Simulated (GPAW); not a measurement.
# Ballistic transport through a Pt chain with a Zn atom bridging one bond, cheap and dear

Wanted: the zero-bias transmission of a Pt chain with a Zn atom bridging one bond on a ladder of levels, with run times.

Method: GPAW LCAO, PAW setups; Landauer transmission from Green's functions with principal layers (ASE), zero bias, in GPAW 26.7.0.

This is a report of a sequence of runs, with most program output left out.

## 1. Set-up

The cell holds 15 atoms: 14 Pt and 1 Zn. Its edges and angles: a = 9.000 Å, b = 9.000 Å, c = 33.800 Å, α = 90.0°, β = 90.0°, γ = 90.0°. Regions: left lead, 7 atoms (7 Pt); channel, 1 atom (1 Zn); right lead, 7 atoms (7 Pt). Vacuum lies along a and b. The structure is stacked along c, and the current runs across the ab planes.

## 2. GPAW, dzp

Localised orbitals split the wire into layers that couple to their neighbours alone, which is what the Green's function method needs; double zeta with polarisation is the usual level for numbers.

The input, run.py:

```python
import json
import numpy as np
from ase import Atoms
from ase.transport.calculators import TransportCalculator
from gpaw import GPAW, FermiDirac
from gpaw.lcao.tools import get_lcao_hamiltonian
from scipy.linalg import eigh

# The junction with lead layers at both ends, along the third cell vector
device = Atoms(
    ['Pt', 'Pt', 'Pt', 'Pt', 'Pt', 'Pt', 'Pt', 'Zn', 'Pt', 'Pt', 'Pt', 'Pt', 'Pt', 'Pt', 'Pt'],
    positions=[
        [4.50000, 4.50000, 1.20000],
        [4.50000, 4.50000, 3.60000],
        [4.50000, 4.50000, 6.00000],
        [4.50000, 4.50000, 8.40000],
        [4.50000, 4.50000, 10.80000],
        [4.50000, 4.50000, 13.20000],
        [4.50000, 4.50000, 15.60000],
        [6.56875, 4.50000, 16.90000],
        [4.50000, 4.50000, 18.20000],
        [4.50000, 4.50000, 20.60000],
        [4.50000, 4.50000, 23.00000],
        [4.50000, 4.50000, 25.40000],
        [4.50000, 4.50000, 27.80000],
        [4.50000, 4.50000, 30.20000],
        [4.50000, 4.50000, 32.60000]],
    cell=[[9.0, 0.0, 0.0], [0.0, 9.0, 0.0], [0.0, 0.0, 33.8]],
    pbc=True)

# One principal layer of the lead: the first 5 atoms of the device
lead = Atoms(
    ['Pt', 'Pt', 'Pt', 'Pt', 'Pt'],
    positions=[
        [4.50000, 4.50000, 1.20000],
        [4.50000, 4.50000, 3.60000],
        [4.50000, 4.50000, 6.00000],
        [4.50000, 4.50000, 8.40000],
        [4.50000, 4.50000, 10.80000]],
    cell=[[9.0, 0.0, 0.0], [0.0, 9.0, 0.0], [0.0, 0.0, 12.0]],
    pbc=True)

settings = dict(mode='lcao', basis='dzp', xc='PBE', h=0.2,
                occupations=FermiDirac(0.1), maxiter=250,
                mixer=dict(beta=0.1, nmaxold=8, weight=100.0),
                convergence=dict(density=0.0001))
energies = np.arange(-3, 3 + 1e-9, 0.075)
eta = 0.0001
n1, n2 = 1, 1
# k and -k transmit alike, so half of the mesh across the current serves
mesh = [(i, j) for i in range(n1) for j in range(n2) if (i, j) <= (-i % n1, -j % n2)]
weights = np.array([1 if (i, j) == (-i % n1, -j % n2) else 2 for i, j in mesh]) / (n1 * n2)

# [... helper functions left out ...]
fermi_lead = ground_state(lead, (1, 1, 10), 'lead.txt')
fermi_device = ground_state(device, (1, 1, 3), 'device.txt')
# [... loop over the mesh left out, but for ...]
        # Shift the lead onto the potential of the device's first layer
        shift = ((H[:, 0, 0] - H0[:, 0, 0]) / S0[0, 0]).real.mean()
# [...]
kT = 8.617333e-5 * 200
bias = [0.1, 0.2, 0.5, 1.0, 1.5, 2.0]
# [... integrals and printing left out ...]
```

Command:

```bash
$ OMP_NUM_THREADS=1 OPENBLAS_NUM_THREADS=1 python run.py
```

Run time: 85 s. Hardware: 1 thread of AMD EPYC 9R45, shared host; peak memory 1.4 GiB.

Numbers from this step:

* conductance: 3.245 G₀
* thermopower: 1.854 μV/K
* largest coupling past the next principal layer: 8.09e-6 eV
* largest misfit of the first principal layer: 0.1352 eV
* shift that aligns the lead: 4.45e-4 eV
* basis functions of the junction: 399
* basis functions of a principal layer: 135
* transmission at the Fermi level (one spin): 3.251

One spin. Transmission, zone mean against energy, zero at the Fermi level:

| energy (eV) | transmission, zone mean |
| --- | --- |
| -3.00 | 1.75 |
| -2.85 | 1.86 |
| -2.70 | 2.03 |
| -2.55 | 2.21 |
| -2.33 | 2.42 |
| -2.17 | 2.51 |
| -2.02 | 2.58 |
| -1.88 | 2.63 |
| -1.73 | 2.65 |
| -1.57 | 2.81 |
| -1.50 | 3.46 |
| -1.35 | 3.48 |
| -1.20 | 4.57 |
| -1.12 | 4.73 |
| -1.05 | 4.59 |
| -0.90 | 3.95 |
| -0.75 | 3.81 |
| -0.60 | 3.68 |
| -0.38 | 3.69 |
| -0.23 | 3.40 |
| -0.07 | 3.32 |
| 0.00 | 3.25 |
| 0.07 | 3.14 |
| 0.23 | 2.74 |
| 0.38 | 2.05 |
| 0.60 | 1.68 |
| 0.75 | 0.919 |
| 0.90 | 0.968 |
| 1.05 | 0.984 |
| 1.20 | 0.992 |
| 1.35 | 0.996 |
| 1.57 | 0.999 |
| 1.73 | 0.999 |
| 1.88 | 0.999 |
| 2.02 | 0.999 |
| 2.17 | 0.998 |
| 2.33 | 0.996 |
| 2.55 | 0.992 |
| 2.70 | 0.989 |
| 2.85 | 0.983 |
| 3.00 | 0.973 |

Not self-consistent under bias; the bias window is split evenly. Current through one cell, from the zero-bias transmission against bias:

```
bias (V)  current through one cell, from the zero-bias transmission (μA)
   0.100                                                            25.1
   0.200                                                            50.1
   0.500                                                             123
   1.000                                                             234
   1.500                                                             336
   2.000                                                             431
```

The transmission of the three most open eigenchannels by energy, zero at the Fermi level:

```
energy (eV)  channel 1  channel 2  channel 3
      -3.00      0.944      0.798    0.00482
      -2.85      0.947      0.846     0.0712
      -2.70      0.948      0.873      0.211
      -2.55      0.949      0.888      0.373
      -2.33      0.949      0.901      0.570
      -2.17      0.948      0.907      0.659
      -2.02      0.945      0.913      0.722
      -1.88      0.939      0.920      0.767
      -1.73      0.930      0.918      0.799
      -1.57      0.970      0.959      0.885
      -1.35      0.997      0.915      0.798
      -1.20      0.949      0.920      0.865
      -1.05      0.937      0.929      0.894
      -0.90      0.913      0.912      0.892
      -0.75      0.931      0.911      0.901
      -0.60      0.931      0.920      0.914
      -0.38      0.946      0.935      0.915
      -0.23      0.956      0.945      0.860
      -0.07      0.953      0.949      0.859
       0.00      0.949      0.948      0.846
       0.07      0.946      0.940      0.823
       0.23      0.935      0.922      0.696
       0.38      0.908      0.902      0.241
       0.60      0.900      0.753     0.0300
       0.75      0.919     1.4e-6     6.5e-8
       0.90      0.968     1.4e-6    2.5e-11
       1.05      0.984     1.4e-6          0
       1.20      0.992     1.4e-6          0
       1.35      0.996     1.5e-6          0
       1.57      0.999     1.5e-6          0
       1.73      0.999     1.5e-6          0
       1.88      0.999     1.6e-6          0
       2.02      0.999     1.6e-6          0
       2.17      0.998     1.6e-6          0
       2.33      0.996     1.6e-6          0
       2.55      0.992     1.7e-6          0
       2.70      0.989     1.7e-6          0
       2.85      0.983     1.7e-6    6.6e-12
       3.00      0.973     1.8e-6    1.1e-12
```

Couplings past the next layer reach 8.1e-6 eV, small enough to drop; the matrix elements of the cell's first layer differ from the bulk lead's by up to 0.14 eV. That layer keeps its own values in the calculation, and only beyond it is the lead taken as perfect. The Fermi levels of lead and junction count from different zeros of potential, one for each periodic cell; with both set to zero, the small remaining shift is what aligns them. Without spin-orbit coupling, which is large for these atoms, channel counts and T are those of the scalar-relativistic bands. By hand: G = 3.245 × 77.48 μS = 251 μS, a resistance of 3.98 kΩ; at 0.1 V a linear junction would pass 25.1 μA, and the integral over the bias window gives 25.1 μA. Mott's formula, S = -(π²/3)(k_B²T/e) d ln T/dE, has the prefactor 4.89 μV/K·eV at 200 K; T = 3.323 at -0.075 eV and 3.141 at 0.075 eV give a slope of -0.377 per eV and S = 1.84 μV/K, beside 1.85 μV/K from the thermal integral, which interpolates the same grid.

## 3. GPAW, szp: basis = "szp(dzp)"

One radial function a shell plus polarisation makes the matrices smaller; the question is what that costs.

Edit run.py of step 2 so:

```diff
@@ -42,3 +42,3 @@
 
-settings = dict(mode='lcao', basis='dzp', xc='PBE', h=0.2,
+settings = dict(mode='lcao', basis='szp(dzp)', xc='PBE', h=0.2,
                 occupations=FermiDirac(0.1), maxiter=250,
```

Elapsed: 56 s, on 1 thread; peak memory 1.3 GiB.

Numbers from this step:

```yaml
conductance: 3.271 G₀
thermopower: 1.882 μV/K
largest_coupling_past_the_next_principal_layer: 8.13e-6 eV
largest_misfit_of_the_first_principal_layer: 0.1141 eV
shift_that_aligns_the_lead: -0.002465 eV
basis_functions_of_the_junction: 222
basis_functions_of_a_principal_layer: 75
transmission_at_the_fermi_level_one_spin: 3.278
```

One spin. Table of transmission, zone mean by energy, zero at the Fermi level:

```
energy (eV)  transmission, zone mean
      -3.00                     1.76
      -2.77                     1.96
      -2.55                     2.22
      -2.40                     2.36
      -2.17                     2.51
      -1.95                     2.58
      -1.73                     2.61
      -1.57                     2.25
      -1.35                     3.30
      -1.12                     4.69
      -0.90                     3.96
      -0.75                     3.78
      -0.53                     3.76
      -0.30                     3.50
      -0.07                     3.35
       0.00                     3.28
       0.07                     3.16
       0.30                     2.26
       0.53                     1.72
       0.75                    0.919
       0.90                    0.965
       1.12                    0.987
       1.35                    0.995
       1.57                    0.998
       1.73                    0.999
       1.95                    0.999
       2.17                    0.998
       2.40                    0.996
       2.55                    0.994
       2.77                    0.989
       3.00                    0.978
```

Not self-consistent under bias; the bias window is split evenly. Current through one cell, from the zero-bias transmission against bias:

| bias (V) | current through one cell, from the zero-bias transmission (μA) |
| --- | --- |
| 0.100 | 25.3 |
| 0.200 | 50.5 |
| 0.500 | 124 |
| 1.000 | 235 |
| 1.500 | 334 |
| 2.000 | 429 |

Table of transmission of the three most open eigenchannels by energy, zero at the Fermi level:

```csv
energy (eV),channel 1,channel 2,channel 3
-3.00,0.946,0.800,0.00895
-2.77,0.949,0.863,0.143
-2.55,0.950,0.893,0.375
-2.40,0.949,0.904,0.511
-2.17,0.947,0.911,0.648
-1.95,0.941,0.916,0.726
-1.73,0.927,0.915,0.769
-1.57,0.955,0.854,0.439
-1.35,0.997,0.880,0.793
-1.12,0.954,0.952,0.920
-0.90,0.919,0.898,0.897
-0.75,0.925,0.913,0.905
-0.53,0.942,0.926,0.924
-0.30,0.957,0.948,0.866
-0.07,0.957,0.955,0.867
0.00,0.958,0.950,0.856
0.07,0.956,0.941,0.832
0.30,0.936,0.901,0.424
0.53,0.880,0.845,2.9e-4
0.75,0.919,5.3e-7,1.3e-9
0.90,0.965,5.4e-7,5.5e-12
1.12,0.987,5.5e-7,0
1.35,0.995,5.6e-7,0
1.57,0.998,5.7e-7,0
1.73,0.999,5.8e-7,0
1.95,0.999,5.9e-7,0
2.17,0.998,6.0e-7,0
2.40,0.996,6.1e-7,0
2.55,0.994,6.1e-7,0
2.77,0.989,6.2e-7,0
3.00,0.978,6.3e-7,0
```

The conductance, 3.27 G₀, lies 0.8 % above that of the dzp run.

## 4. GPAW, sz: basis = "sz(dzp)"

The minimal basis is the cheapest rung: no second zeta and no polarisation.

Edit run.py of step 3 so:

```diff
@@ -42,3 +42,3 @@
 
-settings = dict(mode='lcao', basis='szp(dzp)', xc='PBE', h=0.2,
+settings = dict(mode='lcao', basis='sz(dzp)', xc='PBE', h=0.2,
                 occupations=FermiDirac(0.1), maxiter=250,
```

Wall time 45 s (1 thread); peak memory 1.3 GiB.

This step gave:

- conductance: 3.251 G₀
- thermopower: 2.066 μV/K
- largest coupling past the next principal layer: 8.11e-6 eV
- largest misfit of the first principal layer: 0.1044 eV
- shift that aligns the lead: -0.002867 eV
- basis functions of the junction: 177
- basis functions of a principal layer: 60
- transmission at the Fermi level (one spin): 3.259

One spin. Table of transmission, zone mean by energy, zero at the Fermi level:

energy (eV), transmission, zone mean and a bar from the least value:
```
    -3.00       1.85 ########
    -2.77       2.10 ##########
    -2.55       2.34 ############
    -2.40       2.46 ############
    -2.17       2.55 #############
    -1.95       2.59 ##############
    -1.73       2.56 #############
    -1.57       2.55 #############
    -1.35       3.24 ###################
    -1.12       4.65 ##############################
    -0.90       3.87 ########################
    -0.75       3.71 ######################
    -0.53       3.68 ######################
    -0.30       3.51 #####################
    -0.07       3.34 ###################
     0.00       3.26 ###################
     0.07       3.13 ##################
     0.30       2.26 ###########
     0.53       1.67 ######
     0.75       0.90 
     0.90       0.95 
     1.12       0.98 #
     1.35       0.99 #
     1.57       1.00 #
     1.73       1.00 #
     1.95       1.00 #
     2.17       1.00 #
     2.40       1.00 #
     2.55       0.99 #
     2.77       0.98 #
     3.00       0.97 #
```

The conductance equals that of the dzp run to 0.2 %.

## 5. revPBE in the dzp basis: xc = "revPBE"

Back in the dzp basis, the functional changes from PBE to revPBE, to set the spread between functionals beside that between bases.

Edit run.py of step 4 so:

```diff
@@ -42,3 +42,3 @@
 
-settings = dict(mode='lcao', basis='sz(dzp)', xc='PBE', h=0.2,
+settings = dict(mode='lcao', basis='dzp', xc='revPBE', h=0.2,
                 occupations=FermiDirac(0.1), maxiter=250,
```

The job ended after 85 s (1 thread; peak memory 1.4 GiB).

This step gave:

| Property | Result |
| --- | --- |
| conductance | 3.230 G₀ |
| thermopower | 1.953 μV/K |
| largest coupling past the next principal layer | 8.03e-6 eV |
| largest misfit of the first principal layer | 0.1316 eV |
| shift that aligns the lead | -6.81e-4 eV |
| basis functions of the junction | 399 |
| basis functions of a principal layer | 135 |
| transmission at the Fermi level (one spin) | 3.237 |

The conductance, 3.23 G₀, lies 0.4 % below that of the dzp run.

## 6. Cost and result by level

Times are for 1 thread of AMD EPYC 9R45, shared host. The runs compared:

```csv
no.,run,conductance (G₀),time,memory (GiB)
1,dzp,3.245,85 s,1.4
2,szp,3.271,56 s,1.3
3,sz,3.251,45 s,1.3
4,dzp revPBE,3.230,85 s,1.4
```

## 7. The levels side by side

The curves are compared point by point over the common energies.

This step: comparison of transmission and cost over codes and levels (GPAW 26.7.0).

Ladder, by row:

```csv
step,code,T at the Fermi level (sum over the listed spins),conductance (G0),r.m.s. T(E) from the first,wall time (s),peak memory (GiB),threads
dzp,GPAW,3.251,3.245,0,84.86,1.38,1
szp,GPAW,3.278,3.271,0.1162,55.95,1.31,1
sz,GPAW,3.259,3.251,0.1312,44.92,1.27,1
dzp-revPBE,GPAW,3.237,3.23,0.02919,85.28,1.37,1
```

Transmission, zone mean, sum over the listed spins against energy, zero at the Fermi level:

| energy (eV) | dzp | szp | sz | dzp-revPBE |
| --- | --- | --- | --- | --- |
| -3.0000 | 1.75 | 1.76 | 1.85 | 1.75 |
| -2.7750 | 1.94 | 1.96 | 2.10 | 1.94 |
| -2.4750 | 2.29 | 2.30 | 2.40 | 2.30 |
| -2.2500 | 2.47 | 2.47 | 2.53 | 2.48 |
| -2.0250 | 2.58 | 2.56 | 2.58 | 2.58 |
| -1.7250 | 2.65 | 2.61 | 2.56 | 2.64 |
| -1.5000 | 3.46 | 2.85 | 2.83 | 3.42 |
| -1.2750 | 3.35 | 3.50 | 3.57 | 3.24 |
| -1.1250 | 4.73 | 4.69 | 4.65 | 4.72 |
| -0.9750 | 4.17 | 4.18 | 4.07 | 4.09 |
| -0.7500 | 3.81 | 3.78 | 3.71 | 3.75 |
| -0.5250 | 3.73 | 3.76 | 3.68 | 3.71 |
| -0.2250 | 3.40 | 3.42 | 3.40 | 3.39 |
| 0.0000 | 3.25 | 3.28 | 3.26 | 3.24 |
| 0.2250 | 2.74 | 2.75 | 2.70 | 2.72 |
| 0.5250 | 1.74 | 1.72 | 1.67 | 1.72 |
| 0.7500 | 0.919 | 0.919 | 0.898 | 0.914 |
| 0.9750 | 0.978 | 0.975 | 0.967 | 0.976 |
| 1.2750 | 0.994 | 0.993 | 0.990 | 0.994 |
| 1.5000 | 0.998 | 0.997 | 0.996 | 0.998 |
| 1.7250 | 0.999 | 0.999 | 0.999 | 0.999 |
| 2.0250 | 0.999 | 0.999 | 0.999 | 0.999 |
| 2.2500 | 0.997 | 0.998 | 0.997 | 0.997 |
| 2.4750 | 0.994 | 0.995 | 0.994 | 0.994 |
| 2.7750 | 0.986 | 0.989 | 0.984 | 0.986 |
| 3.0000 | 0.973 | 0.978 | 0.971 | 0.971 |

## 8. Temperature 30

Temperature enters only through the Fermi window.

This step: GPAW LCAO, PAW setups; Landauer transmission from Green's functions with principal layers (ASE), zero bias (GPAW 26.7.0).

Edit run.py of step 5 so:

```diff
@@ -42,3 +42,3 @@
 
-settings = dict(mode='lcao', basis='dzp', xc='revPBE', h=0.2,
+settings = dict(mode='lcao', basis='dzp', xc='PBE', h=0.2,
                 occupations=FermiDirac(0.1), maxiter=250,
@@ -60,3 +60,3 @@
 # [...]
-kT = 8.617333e-5 * 200
+kT = 8.617333e-5 * 30
 bias = [0.1, 0.2, 0.5, 1.0, 1.5, 2.0]
```

It took 79 s on 1 thread; peak memory 1.4 GiB.

This step gave:

```yaml
conductance: 3.250 G₀
largest_coupling_past_the_next_principal_layer: 8.09e-6 eV
largest_misfit_of_the_first_principal_layer: 0.1352 eV
shift_that_aligns_the_lead: 4.45e-4 eV
transmission_at_the_fermi_level_one_spin: 3.251
```

One spin. Transmission, zone mean against energy, zero at the Fermi level:

```csv
energy (eV),"transmission, zone mean"
-3.00,1.75
-2.77,1.94
-2.55,2.21
-2.40,2.36
-2.17,2.51
-1.95,2.61
-1.73,2.65
-1.57,2.81
-1.50,3.46
-1.35,3.48
-1.12,4.73
-0.90,3.95
-0.75,3.81
-0.53,3.73
-0.30,3.50
-0.07,3.32
0.00,3.25
0.07,3.14
0.30,2.31
0.53,1.74
0.75,0.919
0.90,0.968
1.12,0.989
1.35,0.996
1.57,0.999
1.73,0.999
1.95,0.999
2.17,0.998
2.40,0.995
2.55,0.992
2.77,0.986
3.00,0.973
```

Not self-consistent under bias; the bias window is split evenly. The current through one cell, from the zero-bias transmission by bias:

| bias (V) | current through one cell, from the zero-bias transmission (μA) |
| --- | --- |
| 0.100 | 25.1 |
| 0.200 | 50.2 |
| 0.500 | 123 |
| 1.000 | 234 |
| 1.500 | 336 |
| 2.000 | 431 |

Table of transmission of the three most open eigenchannels by energy, zero at the Fermi level:

(Unchanged from step 2.)

With these changes, and at 30 K in place of 200 K, the conductance is 3.25 G₀ against 3.24 in the dzp run; T at the Fermi level, which temperature doesn't enter, is 3.25 against 3.25.

## 9. Temperature 700

Edit run.py of step 8 so:

```diff
@@ -60,3 +60,3 @@
 # [...]
-kT = 8.617333e-5 * 30
+kT = 8.617333e-5 * 700
 bias = [0.1, 0.2, 0.5, 1.0, 1.5, 2.0]
```

It took 79 s on 1 thread; peak memory 1.4 GiB.

This step gave:

```
conductance : 3.206 G₀
```

One spin. Transmission, zone mean against energy, zero at the Fermi level:

(Unchanged from step 8.)

Not self-consistent under bias; the bias window is split evenly. The current through one cell, from the zero-bias transmission by bias:

| bias (V) | current through one cell, from the zero-bias transmission (μA) |
| --- | --- |
| 0.100 | 24.8 |
| 0.200 | 49.5 |
| 0.500 | 122 |
| 1.000 | 233 |
| 1.500 | 335 |
| 2.000 | 432 |

The transmission of the three most open eigenchannels by energy, zero at the Fermi level:

(Unchanged from step 2.)

With these changes, and at 700 K in place of 200 K, the conductance is 3.21 G₀ against 3.24 in the dzp run; T at the Fermi level, which temperature doesn't enter, is 3.25 against 3.25.

## 10. Summary of results

| Item | Value |
| --- | --- |
| conductance | 3.24 G₀ |
| transmission at the Fermi level, mean of the spins | 3.25 |
| thermopower | 1.85 μV/K |

**Reading.** In the dzp basis the junction conducts 3.24 G₀ at 200 K, with T = 3.25 a spin at the Fermi level; the sz basis reaches that conductance within 10 %. At the Fermi level the three most open eigenchannels pass 0.95, 0.95 and 0.85. Measured against the first run (dzp), the nearest curve is that of dzp-revPBE (r.m.s. 0.029) and the farthest that of sz (0.13). Over the compared runs wall time goes from 45 s (sz) to 85 s (dzp-revPBE), on a shared host. The geometry was built from estimated bond lengths and not relaxed, so the numbers describe this model structure. The run had no spin polarisation, so a magnetic state, which chains and small molecules with open shells often have, wasn't tested. Spin-orbit coupling is left out, which matters for the heavy atoms here. An evenly spaced straight chain is an idealisation: free chains tend to dimerise, zigzag or, where a band edge lies near the Fermi level, turn magnetic. The currents use the zero-bias T(E) throughout, which holds only while the bias is small against the distance to the nearest feature. The energy step is wider than the thermal energy, so the conductance and thermopower rest on interpolation of T(E).

[Logs are printed without paths, hosts, clocks, repeated set-up lines and the standing remarks that a program may print on its own settings, such as how far it seeks lower states.]

[Hosts, paths, dates, database ids (printed as entryN), source tags and the programs' standing remarks are cut or masked in the printed files.]
